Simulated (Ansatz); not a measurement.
# Decaying states in the gap of Na3I2Br, part 2 of 3

Wanted: the relaxed cell of Na3I2Br, its band edges and its decay constants. It is built by putting Na for Rb in the Rb3I2Br structure of space group Immm, with the volume rescaled by atomic radii. The parent structure comes from the Materials Project.

Ansatz 0.2.0; PBE DFT, plane waves, PAW files (the session's first sound run).

So far. Step 2 (Cell and atoms at rest): The largest force component on a free atom ends at 0.0038 eV/Å.

The structure was built from a prototype and need not be the compound's stable phase.

### 3. Band edges

The energy window and the wavevectors of the next steps follow from the band edges, so these are searched first, off the mesh as well.

The input, input.yaml:

```yaml
crystal:
  lattice:
    - [-2.2467248555, 3.1972356165, 6.7656067928]
    - [2.2467248555, -3.1972356165, 6.7656067928]
    - [2.2467248555, 3.1972356165, -6.7656067928]
  atoms:
    - { symbol: Na, position: [0.3466441082, 0.3466441082, 0.0] }
    - { symbol: Na, position: [0.0, 0.0, 0.0] }
    - { symbol: Na, position: [0.6533558918, 0.6533558918, 0.0] }
    - { symbol: I, position: [0.1677583571, 0.6677583571, 0.5] }
    - { symbol: I, position: [0.8322416429, 0.3322416429, 0.5] }
    - { symbol: Br, position: [0.5, 0.0, 0.5] }
kpoints:
  mp_grid: { grid: [6, 6, 6] }
  band_path: { path: [VBM, CBM], npoints: 30 }
scf:
  occupations: { method: fixed }
hamiltonian:
  xc: pbe
output:
  eigenvalues: true
  write_potential: true
  write_density: true
  volumetric_format: npy
  elf: true
```

Run with:

```console
ansatz run input.yaml --threads 2 --pin off --max-ram 4096MiB --backend cpu --events-out ev --progress --plain --runs-dir out
```

Numbers of over 12 decimals in the logs are rounded to 6 here.

What it wrote:

```text
[...]
Crystal: 6 atoms, lattice volume = 194.398 Å³
Basis set: ecut = 420 eV, 3787 PW (Γ)
Bands: 41, of which v1, the nominal top of the filled ones, is band 34 counted from 1 (33 counted from 0)
Symmetry: 8 space group operations
[...]
k-points: 46 of 216
[...]
SCF iter   1: F=—  HF=-22276.482318 eV  |F-HF|=—  |Δ(HF+E_count)|=         —  Δρ=3.55e-4  dr2=2.32e-4  ethr=1.77e-3  ⟨swp⟩=5.6  Hψ=6057  notcnv=0  defer=215
[...]
SCF iter   9: F=-22276.478846 eV  HF=-22276.478846 eV  |F-HF|=2.90e-8  |Δ(HF+E_count)|=   1.34e-6  Δρ=3.61e-6  dr2=4.60e-8  ethr=1.47e-10  ⟨swp⟩=12.9  Hψ=11614  notcnv=0
SCF 1 converged in 9 iterations: F = -22276.478846 eV  dr2 = 4.60e-8
[...]
NSCF: frozen V_eff on 46 k-points
[...]
SCF converged after 9 iterations
Free energy (F): -22276.478846 eV
[...]
Internal energy: -22276.478846 eV  (E = F + TS)
E sigma→0 (E₀):  -22276.478846 eV
Fermi energy:    2.536768 eV
[...]
--- Band table (eV; the first three rows and the last of 46) ---
  k-point 0: bands = [... 30 lower, 2.1208, 2.3245, 2.3487, 2.5165, 6.0213, 8.2337, 8.5139, 9.4528, ... 3 higher]
  k-point 1: bands = [... 30 lower, 1.8640, 1.8875, 2.2880, 2.3107, 6.8193, 8.6696, 8.8785, 9.1268, ... 3 higher]
  k-point 2: bands = [... 30 lower, 1.7626, 1.8966, 2.1576, 2.2269, 7.5988, 8.2762, 8.4621, 9.4317, ... 3 higher]
  k-point 45: bands = [... 30 lower, 1.6953, 2.1012, 2.1657, 2.5368, 7.2060, 7.7414, 7.8720, 8.3576, ... 3 higher]
```

Run time: 24 s. Hardware: 2 threads of Arm Neoverse V2, shared host; peak memory 0.61 GiB; 47 s of CPU time.

Numbers from this step:

* free energy: -22276.4788 eV
* Fermi energy: 2.537 eV
* gap on the k-mesh: 3.485 eV
* gap on path: 3.485 eV, by band count; negative where bands overlap
* direct gap on path: 3.505 eV
* edge places on path: 0, 1.771 1/A along the path

The electronic bands at the labelled points (eV, zero at the Fermi level (highest filled level under fixed occupations); v1 is the highest filled band, c1 the lowest empty one):

| point | v4 | v3 | v2 | v1 | c1 | c2 | c3 | c4 |
| --- | --- | --- | --- | --- | --- | --- | --- | --- |
| VBM | -0.84 | -0.44 | -0.37 | 0.00 | 4.67 | 5.20 | 5.34 | 5.82 |
| halfway | -0.92 | -0.60 | -0.54 | -0.48 | 5.60 | 5.78 | 5.90 | 6.88 |
| CBM | -0.42 | -0.21 | -0.19 | -0.02 | 3.48 | 5.70 | 5.98 | 6.92 |

ELF in the ac plane of the conventional cell at fractional y = 0.000, with atoms of Na and I and Br within 0.2 Å of it. It is the smooth field of the valence electrons, not physical close to the nuclei.

Values, 24 rows by 14 columns, each cell a mean:
```
0.47 0.54 0.30 0.04 0.11 0.24 0.28 0.29 0.27 0.18 0.04 0.11 0.48 0.52
0.22 0.14 0.09 0.30 0.60 0.71 0.71 0.72 0.72 0.68 0.47 0.16 0.08 0.19
0.03 0.15 0.50 0.75 0.75 0.66 0.58 0.56 0.62 0.71 0.77 0.66 0.31 0.06
0.06 0.29 0.69 0.76 0.65 0.46 0.26 0.31 0.32 0.58 0.71 0.76 0.52 0.12
0.05 0.27 0.67 0.76 0.67 0.51 0.32 0.35 0.39 0.61 0.72 0.76 0.50 0.11
0.03 0.12 0.44 0.73 0.77 0.71 0.65 0.64 0.68 0.74 0.77 0.60 0.26 0.05
0.21 0.13 0.06 0.21 0.51 0.66 0.69 0.70 0.68 0.61 0.36 0.11 0.09 0.18
0.48 0.55 0.31 0.03 0.06 0.16 0.19 0.19 0.18 0.11 0.03 0.13 0.48 0.52
0.37 0.57 0.41 0.04 0.04 0.13 0.17 0.17 0.15 0.08 0.02 0.18 0.57 0.47
0.40 0.28 0.09 0.13 0.44 0.65 0.71 0.72 0.69 0.57 0.27 0.06 0.17 0.36
0.02 0.06 0.28 0.63 0.82 0.85 0.78 0.76 0.83 0.85 0.75 0.46 0.13 0.03
0.03 0.19 0.59 0.80 0.87 0.65 0.16 0.09 0.37 0.84 0.85 0.72 0.38 0.07
0.02 0.15 0.54 0.78 0.87 0.75 0.34 0.25 0.53 0.85 0.84 0.69 0.33 0.06
0.07 0.05 0.16 0.49 0.76 0.84 0.84 0.83 0.84 0.81 0.65 0.31 0.08 0.06
0.51 0.43 0.16 0.05 0.26 0.49 0.56 0.57 0.54 0.40 0.13 0.07 0.32 0.48
0.32 0.56 0.45 0.05 0.02 0.06 0.08 0.08 0.08 0.04 0.01 0.21 0.59 0.44
0.50 0.46 0.20 0.04 0.15 0.30 0.35 0.35 0.33 0.23 0.07 0.07 0.36 0.50
0.08 0.06 0.12 0.39 0.66 0.74 0.74 0.74 0.74 0.72 0.55 0.23 0.06 0.07
0.04 0.18 0.56 0.76 0.74 0.66 0.56 0.54 0.61 0.70 0.77 0.70 0.36 0.07
0.05 0.29 0.69 0.75 0.65 0.46 0.26 0.35 0.32 0.58 0.70 0.76 0.52 0.12
0.05 0.27 0.68 0.77 0.67 0.52 0.32 0.32 0.40 0.61 0.73 0.76 0.50 0.11
0.03 0.08 0.35 0.67 0.76 0.71 0.66 0.64 0.68 0.74 0.75 0.53 0.20 0.04
0.38 0.27 0.08 0.15 0.45 0.61 0.65 0.65 0.64 0.56 0.29 0.08 0.17 0.34
0.38 0.56 0.40 0.04 0.04 0.12 0.15 0.15 0.14 0.09 0.02 0.17 0.55 0.47
```
Columns run along a (4.5 Å), rows up along c (13.5 Å), edges of the conventional cell, whose origin can differ from the input's. Atoms in or near the plane, at fractional coordinates: Na at (0.00, 0.35), Na at (0.00, 0.00), Na at (0.00, 0.65), I at (0.50, 0.17), I at (0.50, 0.83), Br at (0.50, 0.50).

Valence density in the ac plane of the conventional cell at fractional y = 0.000, with atoms of Na and I and Br within 0.2 Å of it. It is the smooth field of the valence electrons, not physical close to the nuclei.

Values in e/Å³, 24 rows by 14 columns, each cell a mean:
```
10  4  0  0  0  0  0  0  0  0  0  0  1  7
 0  0  0  0  0  0  0  0  0  0  0  0  0  0
 0  0  0  0  0  1  2  2  1  1  0  0  0  0
 0  0  0  0  1  4 12 15  8  2  1  0  0  0
 0  0  0  0  1  3  9 11  6  1  1  0  0  0
 0  0  0  0  0  1  1  1  1  0  0  0  0  0
 0  0  0  0  0  0  0  0  0  0  0  0  0  0
 9  4  0  0  0  0  0  0  0  0  0  0  1  7
15  6  1  0  0  0  0  0  0  0  0  0  2 12
 1  0  0  0  0  0  0  0  0  0  0  0  0  1
 0  0  0  0  0  1  1  1  1  1  0  0  0  0
 0  0  0  0  1  1  1  0  1  1  0  0  0  0
 0  0  0  0  1  1  1  1  1  1  0  0  0  0
 0  0  0  0  0  0  1  1  1  0  0  0  0  0
 4  1  0  0  0  0  0  0  0  0  0  0  1  3
17  8  1  0  0  0  0  0  0  0  0  0  3 13
 5  2  0  0  0  0  0  0  0  0  0  0  1  4
 0  0  0  0  0  0  0  0  0  0  0  0  0  0
 0  0  0  0  0  1  2  3  1  1  0  0  0  0
 0  0  0  0  1  4 13 15  8  2  1  0  0  0
 0  0  0  0  1  3  9 11  6  1  1  0  0  0
 0  0  0  0  0  1  1  1  1  0  0  0  0  0
 1  0  0  0  0  0  0  0  0  0  0  0  0  1
15  6  1  0  0  0  0  0  0  0  0  0  2 11
```
Columns run along a (4.5 Å), rows up along c (13.5 Å), edges of the conventional cell, whose origin can differ from the input's. Atoms in or near the plane, at fractional coordinates: Na at (0.00, 0.35), Na at (0.00, 0.00), Na at (0.00, 0.65), I at (0.50, 0.17), I at (0.50, 0.83), Br at (0.50, 0.50).

Electrostatic potential energy in the ac plane of the conventional cell at fractional y = 0.000, with atoms of Na and I and Br within 0.2 Å of it. With pseudopotentials it is smooth inside the atoms' cores, unlike the true potential.

Values in eV, 24 rows by 14 columns, each cell a mean:
```
-47 -28  -4   3   6   7   7   8   7   6   5   1 -13 -41
 -1   1   4   5   5   4   3   2   4   5   5   5   2   0
  6   6   6   4  -2 -10 -12 -12 -12  -7   2   6   6   6
  8   8   6   1 -13  -8   6   8   1 -14  -6   4   7   8
  8   8   6   2 -11 -11   2   4  -4 -14  -4   5   7   8
  6   6   6   5   1  -6 -10 -11  -9  -3   4   6   6   6
 -1   1   4   5   6   6   5   5   6   6   6   5   3   0
-46 -28  -4   3   6   7   8   8   7   7   5   1 -13 -41
-60 -41  -7   3   6   7   8   8   8   6   4   0 -20 -56
-10  -3   2   5   6   6   6   5   6   6   6   4   0  -7
  5   5   6   6   3  -9 -25 -29 -18  -2   5   6   6   5
  7   7   7   4  -9 -49 -63 -63 -60 -29   1   6   7   7
  7   7   7   5  -5 -40 -59 -61 -53 -21   2   6   7   7
  3   4   5   6   5  -1  -9 -12  -5   3   5   6   5   3
-26 -12   0   4   6   7   7   7   7   7   5   2  -5 -20
-63 -46  -8   2   6   7   8   8   7   6   4  -1 -24 -61
-30 -15  -1   4   6   7   7   8   7   7   5   2  -6 -24
  3   4   5   6   6   4   3   2   3   5   6   5   4   3
  7   7   7   4  -3 -11 -12 -11 -12  -8   2   6   7   7
  8   8   6   1 -13  -8   6   7   1 -14  -6   4   7   8
  8   7   6   2 -11 -12   1   3  -5 -14  -4   5   7   8
  5   5   6   5   2  -5 -10 -10  -8  -2   4   6   6   5
-10  -4   2   5   6   6   6   5   6   6   5   4   0  -7
-59 -40  -7   3   6   7   8   8   7   6   4   0 -20 -54
```
Columns run along a (4.5 Å; values clipped at the 3rd and 97th percentile), rows up along c (13.5 Å), edges of the conventional cell, whose origin can differ from the input's. Atoms in or near the plane, at fractional coordinates: Na at (0.00, 0.35), Na at (0.00, 0.00), Na at (0.00, 0.65), I at (0.50, 0.17), I at (0.50, 0.83), Br at (0.50, 0.50).

The searched edges give 3.48 eV, as on the mesh.

### 4. Decaying states in the gap

This step: PBE DFT, plane waves, PAW files; complex bands by layer matching along the plane's normal (Ansatz 0.2.0).

The same crystal is laid in a cell whose first two vectors span the (001) plane (indices of the standard conventional cell, whose axes can be ordered otherwise than in the bulk input). At fixed energy and wavevector in the plane the solver finds all kz, real and complex. A few wavevectors are listed, (0, 0) and (0.5, 0) in units of the plane's reciprocal vectors; the slowest state needn't be among them.

The input, input.yaml:

```yaml
crystal:
  lattice:
    - [4.493449711, 0.0, 0.0]
    - [0.0, 6.394471233, 0.0]
    - [2.246724856, 3.197235616, 6.765606793]
  atoms:
    - { symbol: Na, position: [0.6533558918, 0.6533558918, 0.6932882164] }
    - { symbol: Na, position: [0.0, 0.0, 0.0] }
    - { symbol: Na, position: [0.3466441082, 0.3466441082, 0.3067117836] }
    - { symbol: I, position: [0.3322416429, 0.8322416429, 0.3355167142] }
    - { symbol: I, position: [0.6677583571, 0.1677583571, 0.6644832858] }
    - { symbol: Br, position: [0.0, 0.5, 0.0] }
kpoints:
  mp_grid: { grid: [6, 6, 6] }
scf:
  occupations: { method: fixed }
hamiltonian:
  xc: pbe
output:
  eigenvalues: true
  transmission:
    leads: [[0, 0]]
    kpoints: [[0.0, 0.0], [0.5, 0.0]]
    e_range: [-1.0, 4.48]
    de: 0.09
```

What it wrote:

```text
[...]
Crystal: 6 atoms, lattice volume = 194.398 Å³
Basis set: ecut = 420 eV, 3787 PW (Γ)
Bands: 41, of which v1, the nominal top of the filled ones, is band 34 counted from 1 (33 counted from 0)
Symmetry: 8 space group operations
[...]
k-points: 46 of 216
[...]
SCF iter   1: F=—  HF=-22276.482038 eV  |F-HF|=—  |Δ(HF+E_count)|=         —  Δρ=3.55e-4  dr2=2.31e-4  ethr=1.77e-3  ⟨swp⟩=5.6  Hψ=6064  notcnv=0  defer=212
[...]
SCF iter   9: F=-22276.478753 eV  HF=-22276.478753 eV  |F-HF|=4.04e-9  |Δ(HF+E_count)|=   4.02e-7  Δρ=1.59e-6  dr2=4.25e-9  ethr=1.47e-10  ⟨swp⟩=12.8  Hψ=10914  notcnv=0
SCF 1 converged in 9 iterations: F = -22276.478753 eV  dr2 = 4.25e-9
[...]
transmission: 10 of 20 steps passed
transmission: 20 of 20 steps passed
SCF converged after 9 iterations
Free energy (F): -22276.478753 eV
[...]
Internal energy: -22276.478753 eV  (E = F + TS)
E sigma→0 (E₀):  -22276.478753 eV
Fermi energy:    2.536628 eV
[...]
--- Band table (eV; the first three rows and the last of 46) ---
  k-point 0: bands = [... 30 lower, 2.1206, 2.3244, 2.3486, 2.5163, 6.0213, 8.2336, 8.5139, 9.4527, ... 3 higher]
  k-point 1: bands = [... 30 lower, 2.1062, 2.1326, 2.3077, 2.5212, 6.3133, 7.8577, 8.8563, 9.1058, ... 3 higher]
  k-point 2: bands = [... 30 lower, 1.7041, 2.1550, 2.1954, 2.5314, 6.9796, 7.4425, 8.4762, 8.6599, ... 3 higher]
  k-point 45: bands = [... 30 lower, 1.5455, 1.9788, 1.9928, 2.0686, 7.9363, 8.4474, 8.5726, 9.2711, ... 3 higher]
--- Transmission ---
  basis      : 251 plane waves across, 10 finite elements along
  points     : 2, as listed
  energies   : 61 from -1.000000 to 4.400000 eV about the Fermi level, 0.090000 eV apart; the leads are filled to 1.742311 eV, and channels, transmission and decay are at 1.700000 eV
  crystal 0  : I2Na3Br1, at the sites [0, 0], period 6.7656 Å: whole cells are its period
    offset         : up to 0.0000 Å between an atom of the period and one for which it stands
    channels       : 0.000000e0 a spin
    conductance    : none, the energies end too early or step too widely for 300 K: set another output.transmission.e_range or a lower de, or, where they end at an eighth of basis.ecutwfc, a higher one
    slowest decay  : 0.2671 /Å at (0.0000, 0.0000)
```

Elapsed: 76 s, on 2 threads; peak memory 0.87 GiB; 2.1 min of CPU time.

This step gave:

```yaml
level_to_which_the_leads_are_filled: 1.742 eV from the Fermi level
decay_constant_at_the_filling_level_zone_centre: 0.2671 Å⁻¹
decay_constant_at_the_filling_level_slowest_listed_point: 0.2671 Å⁻¹
```

K parallel (0, 0); values up to 1.5 1/Å, a degenerate pair printed once or twice; energies at which all values exceed this have no row. Im kz of the slowest decaying states against energy, zero at the highest filled level on the SCF mesh:

| energy (eV) | decay 1 (Å⁻¹) | decay 2 (Å⁻¹) | decay 3 (Å⁻¹) | decay 4 (Å⁻¹) |
| --- | --- | --- | --- | --- |
| -1.0000 | 0.0614 | 0.310 | 1.04 | 1.12 |
| -0.7300 | 0.101 | 0.144 | 0.402 | 0.954 |
| -0.4600 | 0.0617 | 0.229 | 0.241 | 0.841 |
| -0.2800 | 0.262 | 0.377 | 0.716 | 0.996 |
| -0.0100 | 0.134 | 0.297 | 0.319 | 0.687 |
| 0.2600 | 0.192 | 0.320 | 0.529 | 0.542 |
| 0.5300 | 0.226 | 0.337 | 0.634 | 0.713 |
| 0.7100 | 0.241 | 0.345 | 0.675 | 0.726 |
| 0.9800 | 0.257 | 0.354 | 0.723 | 0.739 |
| 1.2500 | 0.265 | 0.359 | 0.746 | 0.765 |
| 1.5200 | 0.268 | 0.360 | 0.749 | 0.820 |
| 1.7900 | 0.266 | 0.359 | 0.748 | 0.825 |
| 1.9700 | 0.261 | 0.357 | 0.746 | 0.826 |
| 2.2400 | 0.250 | 0.351 | 0.741 | 0.825 |
| 2.5100 | 0.232 | 0.343 | 0.733 | 0.822 |
| 2.7800 | 0.207 | 0.333 | 0.723 | 0.804 |
| 2.9600 | 0.183 | 0.324 | 0.691 | 0.741 |
| 3.2300 | 0.133 | 0.308 | 0.664 | 0.733 |
| 3.5000 | 0.288 | 0.643 | 0.687 | 0.734 |
| 3.7700 | 0.263 | 0.622 | 0.637 | 0.722 |
| 4.0400 | 0.231 | 0.583 | 0.602 | 0.705 |
| 4.2200 | 0.202 | 0.545 | 0.587 | 0.693 |

K parallel (0.5, 0); values up to 1.5 1/Å, a degenerate pair printed once or twice; energies at which all values exceed this have no row. Table of Im kz of the slowest decaying states by energy, zero at the highest filled level on the SCF mesh:

| energy (eV) | decay 1 (Å⁻¹) | decay 2 (Å⁻¹) | decay 3 (Å⁻¹) | decay 4 (Å⁻¹) |
| --- | --- | --- | --- | --- |
| -1.0000 | 0.0943 | 0.208 | 0.286 | - |
| -0.7300 | 0.0773 | 0.260 | 0.374 | - |
| -0.4600 | 0.450 | 0.463 | - | - |
| -0.2800 | 0.157 | 0.481 | 0.520 | - |
| -0.0100 | 0.257 | 0.511 | 0.573 | - |
| 0.2600 | 0.307 | 0.529 | 0.605 | - |
| 0.5300 | 0.339 | 0.539 | 0.625 | - |
| 0.7100 | 0.355 | 0.543 | 0.633 | - |
| 0.9800 | 0.373 | 0.544 | 0.641 | - |
| 1.2500 | 0.385 | 0.541 | 0.644 | - |
| 1.5200 | 0.393 | 0.534 | 0.642 | - |
| 1.7900 | 0.398 | 0.524 | 0.638 | - |
| 1.9700 | 0.400 | 0.516 | 0.633 | - |
| 2.2400 | 0.401 | 0.500 | 0.623 | 1.48 |
| 2.5100 | 0.399 | 0.482 | 0.611 | 1.46 |
| 2.7800 | 0.395 | 0.460 | 0.596 | 1.43 |
| 2.9600 | 0.391 | 0.444 | 0.584 | 1.42 |
| 3.2300 | 0.384 | 0.415 | 0.565 | 1.40 |
| 3.5000 | 0.375 | 0.382 | 0.543 | 1.37 |
| 3.7700 | 0.342 | 0.364 | 0.518 | 1.35 |
| 4.0400 | 0.293 | 0.351 | 0.490 | 1.32 |
| 4.2200 | 0.253 | 0.341 | 0.469 | 1.30 |

At the listed wavevectors the last open channel is at -0.01 eV and the next at +3.50 eV on the grid. At +1.70 eV, the grid energy nearest the filling level (the middle of the gap on the SCF mesh), the slowest state at the listed wavevectors decays with κ = 0.267 Å⁻¹, its amplitude falling by e over 3.7 Å. Through 1 nm of this crystal that state's transmission falls by exp(−2 × 0.267 Å⁻¹ × 10 Å) = 0.0048.

(Continued in part 3 of 3.)

[Logs are printed without paths, hosts, clocks, repeated set-up lines and the standing remarks that a program may print on its own settings, such as how far it seeks lower states.]

[Hosts, paths, dates, database ids (printed as entryN), source tags and the programs' standing remarks are cut or masked in the printed files.]
